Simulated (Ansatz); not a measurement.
**What PtC (model cell, started as wurtzite) distorts into**

Aim: this structure of PtC (model cell, started as wurtzite) is to be tested for unstable modes, and one is followed downhill.

Main program and level: Ansatz 0.2.0; DFT LDA, scalar-relativistic, plane waves, PAW.

This is a report of a sequence of runs, with most program output left out.

The structure was built from a prototype and need not be the compound's stable phase.

## (1) Starting point

The structure is hexagonal, space group P6_3mc (No. 186). Conventional cell: a = 3.159 Å, b = 3.159 Å, c = 5.778 Å, α = 90.00°, β = 90.00°, γ = 120.00°. Nearest to Pt lie 4 C at 1.99 to 2.08 Å. Nearest to C lie 4 Pt at 1.99 to 2.08 Å. Farther neighbours are not listed.

## (2) The dispersion

Stability and thermal properties need the whole zone. Linear response on a 3×3×2 q mesh gives force constants as far as a supercell of that size would.

input.yaml reads:

```yaml
crystal:
  lattice:
    - [3.1586945837, 0.0, 0.0]
    - [-1.5793472918, 2.7355097523, 0.0]
    - [0.0, 0.0, 5.7777226655]
  atoms:
    - { symbol: Pt, position: [0.3333333333, 0.6666666667, 0.0073871745] }
    - { symbol: Pt, position: [0.6666666667, 0.3333333333, 0.5073871745] }
    - { symbol: C, position: [0.3333333333, 0.6666666667, 0.3676128255] }
    - { symbol: C, position: [0.6666666667, 0.3333333333, 0.8676128255] }
kpoints:
  mp_grid: { grid: [15, 15, 8] }
hamiltonian:
  xc: lda
scf:
  occupations: { method: methfessel_paxton, width: 0.15 }
output:
  eigenvalues: true
phonons:
  method: dfpt
  qmesh: [3, 3, 2]
  temperatures: { t_max: 1000, t_step: 50 }
  qpath:
    path:
      - [[0.0, 0.0, 0.0], [0.5, 0.0, 0.0], [0.33333333, 0.33333333, 0.0], [0.0, 0.0, 0.0], [0.0, 0.0, 0.5], [0.5, 0.0, 0.5], [0.33333333, 0.33333333, 0.5], [0.0, 0.0, 0.5]]
      - [[0.5, 0.0, 0.5], [0.5, 0.0, 0.0]]
      - [[0.33333333, 0.33333333, 0.5], [0.33333333, 0.33333333, 0.0]]
    npoints: 10
```

Run with:

```sh
$ ansatz run input.yaml --threads 4 --pin off --max-ram 7168MiB --backend cpu --events-out ev --progress --plain --runs-dir out
```

Elapsed: 11 min, on 4 threads of Intel Xeon Platinum 8488C (Sapphire Rapids), shared host; peak memory 3.1 GiB.

This step gave:

```yaml
volume_per_atom: 12.48 Å³
gap_on_the_k_mesh: 0 eV
sum_rule_residual_before_enforcement: 3.15e-5 eV/Å²
lowest_frequency_on_the_path: -94.50 cm⁻¹
point_group: 6mm
highest_frequency_on_the_path_or_at_a_solved_wavevector: 645.1 cm⁻¹
highest_optical_mode_at_the_zone_centre_no_lo_to_term: 573.2 cm⁻¹
lowest_optical_zone_centre_mode: 58.55 cm⁻¹
lowest_mode_on_the_q_mesh_acoustic_modes_at_gamma_apart: -94.39 cm⁻¹
```

Frequencies (cm⁻¹) solved at each irreducible wavevector; negative means imaginary. Frequencies by wavevector, by row:

```csv
q in reciprocal lattice units,star,mode 1,mode 2,mode 3,mode 4,mode 10,mode 11,mode 12
0 0 0,1,0,0,0,58.5,553.2,553.2,573.2
0 0 -0.5,1,38.7,38.7,38.7,38.7,567,603.1,603.1
0 0.3333 0,6,-94.4,23.7,64.9,68.9,543.2,595.4,629
0 0.3333 -0.5,6,58.4,58.4,65.6,65.6,551.6,609.5,609.5
0.3333 0.3333 0,2,-35.7,-35.7,86.4,86.5,582,613.6,613.6
0.3333 0.3333 -0.5,2,82.8,82.8,95.2,95.2,591.6,596.9,596.9
```

Interpolated from a 3×3×2 q mesh. The phonon branches at the labelled points (cm⁻¹):

```csv
point,branch 1,branch 2,branch 3,branch 4,branch 9,branch 10,branch 11,branch 12
Γ,0,0,0,58,552,553,553,573
halfway,-91,30,58,64,543,545,580,609
M,-85,-30,71,71,540,540,613,645
halfway,-69,-21,79,79,554,560,610,635
K,-36,-36,86,86,568,582,614,614
halfway,-92,30,67,68,549,549,588,613
Γ,0,0,0,58,552,553,553,573
halfway,20,20,53,53,559,560,560,598
A,39,39,39,39,567,567,603,603
halfway,53,53,60,60,555,555,596,596
L,61,61,70,70,550,550,625,625
halfway,73,73,84,84,566,566,616,616
H,83,83,95,95,592,592,597,597
halfway,55,55,69,69,565,565,595,595
A,39,39,39,39,567,567,603,603
jump to L,61,61,70,70,550,550,625,625
halfway,-53,49,70,70,545,545,615,639
M,-85,-30,71,71,540,540,613,645
jump to H,83,83,95,95,592,592,597,597
halfway,50,50,91,91,579,588,606,606
K,-36,-36,86,86,568,582,614,614
```

Symmetry leaves 6 wavevectors to solve. The lowest mode among them, the acoustic zeros apart, lies at q = (0, 0.333, 0) and is imaginary, 94.4i cm⁻¹, so the energy falls along it.

## (3) The mode frozen in, largest atomic shift 0 Å

The mode followed lies at q = (0, 0.333, 0) with frequency 94.4i cm⁻¹, the softest among the wavevectors solved. At small amplitude the distorted cell has space group no. 36 by a symmetry search on the positions. The undistorted cell that holds it gives the zero of energy on the same k mesh.

System of this step: PtC (model cell, started as wurtzite). The structure is hexagonal, space group P6_3mc (No. 186). Conventional cell: a = 3.159 Å, b = 3.159 Å, c = 5.778 Å, α = 90.00°, β = 90.00°, γ = 120.00°. Nearest to Pt lie 4 C at 1.99 to 2.08 Å. Nearest to C lie 4 Pt at 1.99 to 2.08 Å. Farther neighbours are not listed.

input.yaml reads:

```yaml
crystal:
  lattice:
    - [-3.1586945837, 0.0, 0.0]
    - [0.0, 0.0, -5.7777226655]
    - [-1.5793472918, -8.2065292568, 0.0]
  atoms:
    - { symbol: Pt, position: [0.7777777778, 0.9926128255, 0.4444444444] }
    - { symbol: Pt, position: [0.4444444444, 0.9926128255, 0.1111111111] }
    - { symbol: Pt, position: [0.1111111111, 0.9926128255, 0.7777777778] }
    - { symbol: Pt, position: [0.2222222222, 0.4926128255, 0.5555555556] }
    - { symbol: Pt, position: [0.8888888889, 0.4926128255, 0.2222222222] }
    - { symbol: Pt, position: [0.5555555556, 0.4926128255, 0.8888888889] }
    - { symbol: C, position: [0.7777777778, 0.6323871745, 0.4444444444] }
    - { symbol: C, position: [0.4444444444, 0.6323871745, 0.1111111111] }
    - { symbol: C, position: [0.1111111111, 0.6323871745, 0.7777777778] }
    - { symbol: C, position: [0.2222222222, 0.1323871745, 0.5555555556] }
    - { symbol: C, position: [0.8888888889, 0.1323871745, 0.2222222222] }
    - { symbol: C, position: [0.5555555556, 0.1323871745, 0.8888888889] }
kpoints:
  mp_grid: { grid: [10, 6, 10] }
hamiltonian:
  xc: lda
scf:
  occupations: { method: methfessel_paxton, width: 0.15 }
output:
  forces: true
  stress: true
  eigenvalues: true
```

Elapsed: 18 s, on 4 threads; peak memory 1.3 GiB; 71 s of CPU time.

This step gave:

```
pressure                         : -0.06504 GPa
energy from the undistorted cell : 0 meV/atom
```

The run ends at a pressure of -0.07 GPa, with forces up to 0.033 eV/Å.

## (4) The mode frozen in, largest atomic shift 0.14 Å

The atoms are moved along the unstable eigenvector, the largest shift by 0.14 Å, with the cell fixed.

input.yaml reads:

```yaml
crystal:
  lattice:
    - [-3.1586945837, 0.0, 0.0]
    - [0.0, 0.0, -5.7777226655]
    - [-1.5793472918, -8.2065292568, 0.0]
  atoms:
    - { symbol: Pt, position: [0.7830511034, 1.0007283704, 0.4338977932] }
    - { symbol: Pt, position: [0.4434227485, 0.9805431831, 0.113154503] }
    - { symbol: Pt, position: [0.1068596727, 0.9965672173, 0.7862806546] }
    - { symbol: Pt, position: [0.2232440822, 0.4805431114, 0.5535118356] }
    - { symbol: Pt, position: [0.8836155077, 0.5007280945, 0.2327689847] }
    - { symbol: Pt, position: [0.5598071139, 0.4965668326, 0.8803857722] }
    - { symbol: C, position: [0.7716690441, 0.6492987583, 0.4566619117] }
    - { symbol: C, position: [0.4459034194, 0.6085143986, 0.1081931611] }
    - { symbol: C, position: [0.1157606482, 0.6393489802, 0.7684787037] }
    - { symbol: C, position: [0.2207630619, 0.1085142272, 0.5584738761] }
    - { symbol: C, position: [0.8949976775, 0.1492982273, 0.210004645] }
    - { symbol: C, position: [0.5509058743, 0.1393482031, 0.8981882514] }
kpoints:
  mp_grid: { grid: [10, 6, 10] }
hamiltonian:
  xc: lda
scf:
  occupations: { method: methfessel_paxton, width: 0.15 }
output:
  forces: true
  stress: true
  eigenvalues: true
```

The job ended after 19 s (4 threads; peak memory 1.3 GiB).

This step gave:

| Property | Result |
| --- | --- |
| pressure | -1.646 GPa |
| energy from the undistorted cell | -8.319 meV/atom |

The energy, extrapolated to zero smearing, is -8.32 meV/atom against the undistorted cell.

The run ends at a pressure of -1.65 GPa, with forces up to 0.31 eV/Å.

## (5) Energy along the mode, all amplitudes (two of the runs are shown above)

An imaginary frequency means negative curvature, so the energy should fall and then rise again as anharmonic terms take over.

This step gave:

* depth at the lowest point sampled: 8.319 meV/atom
* largest atomic shift at that point: 0.14 Å

Energy from the parent against largest shift of an atom, one sign:

```csv
"largest shift of an atom, one sign (Å)",energy from the parent (meV/atom)
0.000,0
0.040,-0.98
0.080,-3.61
0.140,-8.32
0.220,-5.87
0.320,31.1
```

Displacement at unit largest shift by atom:

```csv
atom,x (Å),y (Å),z (Å),size
Pt1,0.000,0.618,-0.335,0.703
Pt2,0.000,-0.120,0.498,0.512
Pt3,0.000,-0.498,-0.163,0.524
Pt4,0.000,0.120,0.498,0.512
Pt5,0.000,-0.618,-0.335,0.703
Pt6,0.000,0.498,-0.163,0.524
C7,0.000,-0.716,-0.698,1.000
C8,0.000,0.171,0.985,1.000
C9,0.000,0.545,-0.287,0.616
C10,0.000,-0.171,0.985,1.000
C11,0.000,0.716,-0.698,1.000
C12,0.000,-0.545,-0.287,0.616
```

The lowest of the steps tried is at 0.14 Å, 8.32 meV/atom below the parent; the bottom of the well need not coincide with a step.

## (6) Relaxing from the distorted cell

Starting from the lowest point found, all atoms and the cell are let go, so that strain and other modes of the same symmetry can join in.

input.yaml: that of step 4 with these lines changed.

```diff
@@ -28 +28,6 @@
   eigenvalues: true
+relax:
+  adjacent_minimum: "off"
+  f_tol: 0.002
+  max_steps: 120
+  cell: { stress_tol: 0.03 }
```

Elapsed: 4.4 min, on 4 threads; peak memory 1.4 GiB.

The steps of the relaxation:

```csv
step,energy less that of the first step (eV),largest force component (eV/Å),pressure (GPa),volume (Å³)
1,0.0000,0.3068,-1.65,149.77
2,-0.0569,0.2351,0.24,148.30
3,-0.0995,0.3398,0.86,147.06
4,-0.1158,0.1422,0.29,147.19
5,-0.1242,0.0860,0.28,147.02
6,-0.1292,0.1116,-0.28,146.74
7,-0.1308,0.0297,-0.04,146.72
8,-0.1309,0.0108,0.04,146.68
9,-0.1309,0.0073,-0.02,146.72
10,-0.1309,0.0012,-0.01,146.71
11*,-0.1271,0.0017,-0.03,146.71
12,-0.1272,0.0049,0.00,146.67
13,-0.1273,0.0008,0.01,146.67
14*,-0.1272,0.0008,0.01,146.67
```

Relaxation steps marked * repeat the geometry before them on a plane-wave basis chosen anew for their cell, so energy and pressure can jump there.

Forces are held to the 4 operations that the run works with; a distortion that breaks them can't arise in this run.

```csv
"conventional cell, symmetrised",before,after,change
a (Å),3.159,3.080,-2.5 %
b (Å),16.413,16.747,+2.0 %
c (Å),5.778,5.686,-1.6 %
volume (Å³/atom),12.48,12.22,-2.1 %
```

The atoms that moved most (Å, as changes of fractional coordinates times the final cell):

```csv
atom,dx,dy,dz,length
C8,0.000,0.149,0.039,0.154
C10,0.000,-0.149,0.039,0.154
Pt3,0.000,-0.115,0.086,0.143
Pt6,0.000,0.115,0.086,0.143
C9,0.000,0.110,0.062,0.127
C12,0.000,-0.110,0.062,0.127
Pt2,0.000,-0.119,0.029,0.122
Pt4,0.000,0.119,0.029,0.122
```

Final coordinates:

```xyz
12
Lattice="-3.0803 0.0000 0.0000 0.0000 0.0000 -5.6864 -1.5401 -8.3735 0.0000" Properties=species:S:1:pos:R:3 pbc="T T T"
Pt   -3.0803   -3.6451   -5.7899
Pt   -1.5401   -1.0661   -5.5469
Pt   -1.5401   -6.6988   -5.5813
Pt   -1.5401   -4.5162   -2.7037
Pt   -3.0803   -1.9372   -2.9467
Pt   -3.0803   -7.2569   -2.7381
C    -3.0803   -3.8043   -3.8081
C    -1.5401   -0.7567   -3.4215
C    -1.5401   -6.3246   -3.5733
C    -1.5401   -4.8256   -0.5784
C    -3.0803   -1.7780   -0.9649
C    -3.0803   -7.6311   -0.7301
```

Numbers from this step:

```yaml
pressure: 0.008723 GPa
volume_per_atom: 12.22 Å³
```

The distorted start has space group Cmc2_1; the relaxation ends in Cmc2_1.

## (7) Summary of results

```
unstable mode of the parent                                                      : q = (0, 0.333, 0), 94i cm⁻¹
depth at the lowest point sampled                                                : 8.32 meV/atom
largest atomic shift at that point                                               : 0.14 Å
space group reached (within 0.01 Å)                                              : Cmc2_1
energy gained over the parent (first relaxation, on the mesh of the frozen mode) : 18.8 meV/atom
volume per atom, phase reached                                                   : 12.2 Å³
```

In words: Along this mode the structure falls into Cmc2_1, 18.8 meV/atom below the parent. At the parent's cell the well is 8.319 meV/atom deep on the steps tried, with its lowest point at a shift of 0.14 Å. Relaxing atoms and cell changes the gain by +10.46 meV/atom against the lowest step (energies at zero smearing). The modes of the phase reached were not computed on this path. Of the 4 patterns followed to their end from this parent, this one reaches the lowest energy. Each path keeps the symmetry of its pattern, so a lower phase may lie along a pattern not tried. With no gap, or one that is small against the smearing, the frequencies hang on the k mesh and the smearing, most of all near Kohn anomalies. Spin-orbit coupling is left out, which can matter for the heavy elements here. A phonon run warned that its eigensolver left some bands unconverged in a pass. The starting cell was built on a prototype and not taken from a measurement, so the phase need not exist.

[Logs are printed without paths, hosts, clocks, repeated set-up lines and the standing remarks that a program may print on its own settings, such as how far it seeks lower states.]

[Hosts, paths, dates, database ids (printed as entryN), source tags and the programs' standing remarks are cut or masked in the printed files.]
